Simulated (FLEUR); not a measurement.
# Calculated records

### LuInCo4: parallel and opposed starts

It takes space group F-43m (No. 216, cubic). The conventional cell has a = 7.014 Å, b = 7.014 Å, c = 7.014 Å, α = 90.00°, β = 90.00°, γ = 90.00°. Nearest to Lu lie 12 Co at 2.91 Å and 4 In at 3.04 Å. In has 12 Co at 2.91 Å and 4 Lu at 3.04 Å nearest. Nearest to Co lie 6 Co at 2.47 to 2.48 Å and 3 In at 2.91 Å and 3 Lu at 2.91 Å. Farther neighbours are not listed.

```xyz
6
Lattice="0.0000 3.5068 3.5068 3.5068 0.0000 3.5068 3.5068 3.5068 0.0000" Properties=species:S:1:pos:R:3 pbc="T T T"
Lu    5.2603    5.2603    5.2603
In    0.0000    0.0000    0.0000
Co    4.3852    2.6285    4.3852
Co    2.6285    2.6285    2.6285
Co    2.6285    4.3852    4.3852
Co    4.3852    4.3852    2.6285
```

```yaml
method: PBEsol; all-electron FLAPW, Dirac cores, scalar-relativistic bands
program: FLEUR MaX-R8.1
settings_of_one_run: kmax 3.6 1/bohr, gmax 10.8 1/bohr, muffin tin radii Lu: 2.8, In: 2.8, Co: 2.28 bohr, lmax Lu: [10, 8], In: [10, 8], Co: [8, 6], hist occupations, smearing width 0.08 eV, mixer Anderson, mixing 0.05, max iterations 90, stop 2.00e-5 me/bohr³, collinear spin, 8×8×8 k-mesh, mesh matched on, starting moments 0 0 2 2 2 2 μB
cost: 3 runs, 25 min in all on 4 MPI ranks of Arm Neoverse V1, shared host (the runs of this entry)
notes: The run is spin-polarised, with a total moment of 4.76 μB a cell. Only 3 starts were tried; other patterns of signs, canted and longer-period orders were not.
lowest_state_found: ferromagnetic (initial ferro ++++)
largest_site_spin_moment: 1.31 μB
next_finished_state: antiferromagnetic, 85.2 meV a seeded atom higher
energy_gained_by_spin_polarisation: 88.5 meV a seeded atom
```

The lowest state found is ferromagnetic, reached from the start ferro ++++, with moments up to 1.31 μB. The next finished state costs 85 meV a seeded atom.

[Logs and program files are shortened in this print: banners, set-up blocks, solver, clock and traceback lines can be left out without a mark of their own.]

[Logs are printed without paths, hosts, clocks, repeated set-up lines and the standing remarks that a program may print on its own settings, such as how far it seeks lower states.]

[Hosts, paths, dates, database ids (printed as entryN), source tags and the programs' standing remarks are cut or masked in the printed files.]

[Where a cell is said to come from a database of computed structures, the database is the Materials Project.]
